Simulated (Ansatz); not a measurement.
**Molecular dynamics of random cubic perovskite alloy of BaHfO3 and BaTiO3 (135 atoms)**

How do the atoms of random cubic perovskite alloy of BaHfO3 and BaTiO3 (135 atoms) move, and what local order do they keep?

Method: Kohn-Sham DFT, PBEsol, PAW (set soft_2), plane waves, in Ansatz 0.2.0.

**1. Starting point**

The cell holds 135 atoms: 27 Ba, 18 Hf, 81 O and 9 Ti. Its edges and angles: a = 12.340 Å, b = 12.340 Å, c = 12.340 Å, α = 90.0°, β = 90.0°, γ = 90.0°. It derives from BaHfO3 (cubic perovskite) and BaTiO3, repeated 3×3×3. Cubic perovskite BaHfO3, 3 x 3 x 3 conventional cells, 9 of 27 Hf sites given to Ti at random (x = 0.333), lattice by Vegard's rule (cell 4.113, 4.113, 4.113, 90, 90, 90); not relaxed, displaced by a Gaussian of 0.02 Å.

Limits known from the start: The host structure and its lattice constant were typed by rule, without a check against the phase diagram. The Brillouin zone is sampled at Γ only, in a cell whose shortest periodic width is 12 Å. No spin–orbit coupling is included, so levels derived from the heavy atoms are approximate.

**2. Dynamics started at 300 K**

A Nosé–Hoover thermostat steers the temperature while disturbing the dynamics little. The time step is 1.0 fs.

The input, input.yaml:

```yaml
crystal:
  lattice:
    - [12.3399, 0.0, 0.0]
    - [0.0, 12.3399, 0.0]
    - [0.0, 0.0, 12.3399]
  atoms:
    - { symbol: Ba, position: [0.00142, 0.99953, 0.99587] }
    - { symbol: Hf, position: [0.16601, 0.16829, 0.16568] }
    - { symbol: O, position: [0.16468, 0.16623, 0.9997] }
    - { symbol: O, position: [0.00107, 0.16818, 0.16916] }
    [... 125 atom lines left out ...]
    - { symbol: O, position: [0.83083, 0.66755, 0.50097] }
    - { symbol: Ba, position: [0.66672, 0.66903, 0.66563] }
    - { symbol: Hf, position: [0.83182, 0.83275, 0.83247] }
    - { symbol: O, position: [0.83194, 0.83227, 0.66599] }
    - { symbol: O, position: [0.6681, 0.83021, 0.8316] }
    - { symbol: O, position: [0.83265, 0.6647, 0.83253] }
kpoints:
  mp_grid: { grid: [1, 1, 1] }
hamiltonian:
  xc: pbesol
scf:
  occupations: { method: fixed }
output:
  forces: true
  stress: true
md:
  timestep: 1.0
  n_steps: 50
  ensemble: nvt_nose_hoover
  temperature: 300
  initial_velocities: maxwell_boltzmann
  seed: 3830
```

On the command line:

```
$ ansatz run input.yaml --threads 4 --pin off --max-ram 8192MiB --backend cpu --events-out ev --progress --plain --runs-dir out
```

Run time: 47 min. Hardware: 4 threads of Arm Neoverse V1, shared host; peak memory 4.1 GiB; 2.9 h of CPU time.

The program notes that the SCF threshold is loose for the stress and it switched symmetry off.

The trajectory, sampled:

```csv
time (fs),T (K),potential (meV/atom),conserved (meV/atom)
0.0,300,0.0,0.00
3.0,314,-1.8,-0.01
7.0,335,-4.6,-0.03
10.0,333,-4.3,-0.04
13.0,305,-0.7,-0.03
17.0,239,7.7,-0.01
20.0,196,13.2,0.01
23.0,180,15.3,0.01
27.0,207,11.9,0.00
30.0,244,7.2,-0.02
33.0,272,3.7,-0.04
37.0,272,3.8,-0.03
40.0,249,6.8,-0.02
43.0,223,10.3,0.00
47.0,210,12.1,0.00
50.0,223,10.5,-0.01
```

Mean square displacement from the first frame to the last: Ba 0.011 Å², Hf 0.0046 Å², O 0.024 Å², Ti 0.015 Å².

The mean square displacement by time lag:

```csv
time lag (fs),Ba (Å²),Hf (Å²),O (Å²),Ti (Å²)
1.00,5.2e-6,3.2e-6,4.1e-5,1.3e-5
2.00,2.1e-5,1.3e-5,1.6e-4,5.0e-5
3.00,4.7e-5,2.9e-5,3.7e-4,1.1e-4
5.00,1.3e-4,8.1e-5,0.00101,3.1e-4
6.00,1.9e-4,1.2e-4,0.00144,4.4e-4
7.00,2.6e-4,1.6e-4,0.00194,5.9e-4
8.00,3.4e-4,2.1e-4,0.00250,7.7e-4
9.00,4.2e-4,2.6e-4,0.00311,9.6e-4
11.00,6.3e-4,3.9e-4,0.00448,0.00141
12.00,7.6e-4,4.6e-4,0.00521,0.00166
13.00,8.9e-4,5.4e-4,0.00597,0.00192
14.00,0.00103,6.2e-4,0.00674,0.00220
15.00,0.00118,7.1e-4,0.00751,0.00250
17.00,0.00151,9.1e-4,0.00903,0.00314
18.00,0.00169,0.00102,0.00976,0.00347
19.00,0.00189,0.00113,0.0105,0.00382
20.00,0.00209,0.00124,0.0111,0.00418
21.00,0.00230,0.00136,0.0118,0.00455
23.00,0.00275,0.00162,0.0129,0.00532
24.00,0.00299,0.00175,0.0134,0.00571
25.00,0.00324,0.00189,0.0138,0.00612
```

Over the second half of 50 fs the temperature averages 236 K with swings of 27 K r.m.s. The conserved energy stays within 0.04 meV/atom. From first frame to last O has the largest mean square displacement, 0.024 Å² at the end; the farthest move is 0.30 Å. The mean temperature of 236 K lies well off the 300 K of the input, so the thermostat hasn't yet brought the run to equilibrium. The run spans 0.05 ps, too short for its means to be equilibrium values.

**3. Structure statistics late in the run**

The g(r) is a mean over the second half; what follows it is taken at the last frame.

Density 7.64 g/cm³, 13.92 Å³ an atom.

Mean of 14 frames. Pair distribution functions g(r), in bins of 0.2 Å:

```csv
r (Å),total,O-O,O-Ba,O-Hf,O-Ti,Ba-Ba,Ba-Hf
1.80,0.13,0.00,0.00,0.03,1.57,0.00,0.00
2.00,2.12,0.00,0.00,8.44,9.73,0.00,0.00
2.20,0.87,0.00,0.00,4.32,2.30,0.00,0.00
2.40,0.01,0.00,0.00,0.00,0.11,0.00,0.00
2.60,0.12,0.13,0.30,0.00,0.00,0.00,0.00
2.80,2.97,3.96,6.44,0.00,0.00,0.00,0.00
3.00,3.02,4.39,5.96,0.00,0.00,0.00,0.00
3.20,0.19,0.25,0.42,0.00,0.00,0.00,0.00
3.40,0.23,0.00,0.00,0.00,0.00,0.00,2.33
3.60,1.14,0.01,0.00,0.00,0.00,0.00,14.74
3.80,0.06,0.10,0.00,0.00,0.00,0.00,0.34
4.00,0.84,1.40,0.00,0.00,0.00,4.47,0.00
4.20,1.02,1.57,0.00,0.02,0.08,5.21,0.00
4.40,0.49,0.20,0.00,1.56,2.04,0.14,0.00
4.60,1.74,0.00,0.00,7.47,6.75,0.00,0.00
4.80,0.80,0.80,0.69,1.42,1.51,0.00,0.00
5.00,2.58,3.37,5.70,0.00,0.12,0.00,0.00
5.20,1.13,1.61,2.31,0.00,0.00,0.00,0.00
5.40,0.03,0.07,0.02,0.00,0.00,0.00,0.00
5.60,0.21,0.47,0.00,0.00,0.00,0.68,0.00
5.80,1.41,2.05,0.00,0.01,0.06,7.83,0.00
6.00,0.78,0.71,0.00,1.91,1.70,1.31,0.00
6.20,1.22,0.12,0.14,4.83,4.63,0.00,0.00
6.40,1.33,1.62,2.48,0.54,0.85,0.00,0.00
6.60,1.24,1.67,2.46,0.00,0.01,0.00,0.30
6.80,1.06,0.13,0.16,0.00,0.00,0.00,12.60
7.00,0.47,0.58,0.00,0.00,0.00,1.82,1.40
7.20,0.59,0.78,0.00,0.30,0.57,2.53,0.00
```

Bonds by pair of elements; cutoffs follow the first minimum of g(r), held within bounds set by covalent radii, and pairs that aren't listed don't count as bonded:

```csv
pair A-B,cutoff (Å),bonds,mean length (Å),spread (Å),shortest (Å),B about A,A about B
O-Ba,3.52,324,2.91,0.12,2.60,4,12
O-Hf,2.62,108,2.07,0.066,1.87,1.33,6
O-Ti,2.68,54,2.04,0.119,1.78,0.667,6
```

How many atoms have how many bonded neighbours:

```csv
element,mean,6,12
Ba,12,0,27
Hf,6,18,0
O,6,81,0
Ti,6,9,0
```

Bond angles (no mean is given where the spread exceeds 20°):

```csv
angle,count,mean (°),spread (°)
Ba-O-Ba,486,-,-
Ba-O-Hf,432,89.8,3.3
O-Hf-O,270,-,-
Ba-O-Ti,216,90.2,3.6
O-Ti-O,135,-,-
```

First main peaks of g(r), for some of the pairs, lie near 2.91 Å (O-O), 2.89 Å (O-Ba), 2.07 Å (O-Hf), 2.00 Å (O-Ti), 4.11 Å (Ba-Ba) and 3.56 Å (Ba-Hf). Counting bonds as in the table, all Ba atoms have 12, all Hf atoms have 6, all O atoms have 6 and all Ti atoms have 6 bonded neighbours.

**4. Single point at the last frame**

The last frame is solved again with fuller output, to read the electronic structure of a thermally displaced geometry.

The input, input.yaml:

```yaml
crystal:
  lattice:
    - [12.3399, 0.0, 0.0]
    - [0.0, 12.3399, 0.0]
    - [0.0, 0.0, 12.3399]
  atoms:
    - { symbol: Ba, position: [0.00071, 0.99075, 0.00416] }
    - { symbol: Hf, position: [0.16209, 0.16863, 0.16874] }
    - { symbol: O, position: [0.16191, 0.16081, 0.00168] }
    - { symbol: O, position: [0.99795, 0.17235, 0.17547] }
    [... 125 atom lines left out ...]
    - { symbol: O, position: [0.83387, 0.6725, 0.49634] }
    - { symbol: Ba, position: [0.66278, 0.66651, 0.67684] }
    - { symbol: Hf, position: [0.83225, 0.83315, 0.83322] }
    - { symbol: O, position: [0.83861, 0.84596, 0.66915] }
    - { symbol: O, position: [0.66538, 0.83913, 0.83799] }
    - { symbol: O, position: [0.82817, 0.66642, 0.82593] }
kpoints:
  mp_grid: { grid: [1, 1, 1] }
hamiltonian:
  xc: pbesol
scf:
  occupations: { method: fixed }
output:
  forces: true
  stress: true
  populations: intrinsic
  dos:
    method: { smearing: { sigma: 0.08 } }
    de: 0.1
    projected: { site_lists: { Ba: [Ba], Hf: [Hf], O: [O], Ti: [Ti] } }
  eigenvalues: true
  write_density: true
  write_potential: true
  volumetric_format: npy
```

Wall time 2.6 min (4 threads); peak memory 3.9 GiB; 10 min of CPU time.

Numbers from this run:

| Item | Value |
| --- | --- |
| free energy | -506986.7635 eV |
| free energy per atom | -3755.4575 eV/atom |
| SCF cycles | 12 |
| pressure | -0.1055 GPa |
| r.m.s. force component | 0.6207 eV/Å |
| longest force | 2.825 eV/Å |
| Fermi energy | 11.02 eV |
| gap (highest filled to lowest empty level) | 2.457 eV |

Length of the force by element:

```csv
element,coordination,atoms,mean length of the force (eV/Å),spread,least,most
Ba,all,27,0.508,0.239,0.158,1.07
Hf,all,18,1.02,0.521,0.230,2.30
O,all,81,1.04,0.572,0.260,2.83
Ti,all,9,0.850,0.563,0.257,1.84
```

Intrinsic-atomic-orbital charges by element:

```csv
element,coordination,atoms,mean charge (e),spread,least,most
Ba,all,27,1.80,0.0063,1.78,1.81
Hf,all,18,1.05,0.0177,1.02,1.08
O,all,81,-0.965,0.0327,-1.05,-0.885
Ti,all,9,1.19,0.0198,1.16,1.22
```

Density of states as counts of states in windows of 1 eV (from the Fermi level), total and the larger projections:

```csv
from (eV),to (eV),total,O p,Hf f,Hf d,Ba p,Ti d,O s
-18,-17,0.0,0.0,0.0,0.0,0.0,0.0,0.0
-17,-16,55.2,0.1,0.0,3.5,1.0,0.9,41.5
-16,-15,106.8,0.2,0.5,5.9,1.5,1.4,91.4
-15,-11,0.0,0.0,0.0,0.0,0.0,0.0,0.0
-11,-10,67.8,3.4,4.4,1.3,57.2,0.2,1.1
-10,-9,342.6,3.9,242.5,0.8,91.7,0.2,2.9
-9,-8,3.6,0.0,3.5,0.0,0.1,0.0,0.0
-8,-5,0.0,0.0,0.0,0.0,0.0,0.0,0.0
-5,-4,0.2,0.1,0.0,0.0,0.0,0.0,0.0
-4,-3,118.8,86.1,0.2,13.3,0.8,7.7,1.4
-3,-2,118.6,88.5,0.1,13.2,4.4,7.7,0.4
-2,-1,100.9,86.7,0.2,4.1,2.0,2.0,0.6
-1,0,143.7,135.0,0.5,1.4,1.6,1.0,0.3
0,1,3.8,3.6,0.0,0.0,0.0,0.0,0.0
1,2,0.0,0.0,0.0,0.0,0.0,0.0,0.0
2,3,17.1,1.6,0.0,2.5,0.0,12.5,0.0
3,4,36.9,6.9,0.0,0.8,0.0,27.8,0.1
4,5,25.4,2.6,0.0,8.0,0.0,8.7,1.2
```

The curve was stored every 0.100 eV, coarse against its broadening of 0.08 eV, so these counts are rough.

With fixed occupations the program's Fermi level is the highest filled level; weight inside the gap is the broadening of levels at its edges.

Between -26 and -18 eV lie 54 more states.

The stored curve holds about 1116 of the 1332 electrons; the rest, give or take the few that broadening carries across the Fermi level, lie in deeper levels below its range.

The levels nearest the highest filled one (over half full), pooled over k-points and spins:

```csv
level less the highest filled one (eV),occupation
-0.121,2
-0.0982,2
-0.0784,2
-0.0344,2
-0.0243,2
0,2
2.46,0
2.51,0
2.59,0
2.63,0
2.70,0
2.73,0
```

Mean intrinsic-atomic-orbital charges: Ba +1.80, Hf +1.05, O -0.97, Ti +1.19 e. The largest share in the top eV of filled states is O p (96 % of the projected weight), and in the lowest eV of empty states Ti d (77 % of the projected weight).

**5. What came out**

```yaml
mean_temperature_second_half: 236.4 K
temperature_swing_second_half: 27.01 K
mean_pressure_second_half: -0.565 GPa
slope_of_the_conserved_energy_against_time_by_least_squares: 0.2094 meV/atom/ps
free_energy_per_atom: -3755.4575 eV/atom
density: 7.642 g/cm³
pressure: -0.1055 GPa
r_m_s_force_component: 0.6207 eV/Å
spacing_of_highest_filled_and_lowest_empty_level: 2.457 eV
wall_time_of_the_2_dft_runs: 50 min
```

**Reading.** Over the second half of 50 fs the temperature averages 236 K with swings of 27 K r.m.s. The conserved energy stays within 0.04 meV/atom. The mean temperature of 236 K lies well off the 300 K of the input, so the thermostat hasn't yet brought the run to equilibrium. The run spans 0.05 ps, too short for its means to be equilibrium values. Counting bonds as in the table, all Ba atoms have 12, all Hf atoms have 6, all O atoms have 6 and all Ti atoms have 6 bonded neighbours. Between filled and empty levels lie 2.46 eV at Γ alone; the mesh holds the band edges only if they fold onto it, so the gap at this level can be narrower or closed.

**Limits.** The pressure of a single frame lacks the kinetic term, about 0.23 GPa here.

[Logs are printed without paths, hosts, clocks, repeated set-up lines and the standing remarks that a program may print on its own settings, such as how far it seeks lower states.]

[Hosts, paths, dates, database ids (printed as entryN), source tags and the programs' standing remarks are cut or masked in the printed files.]
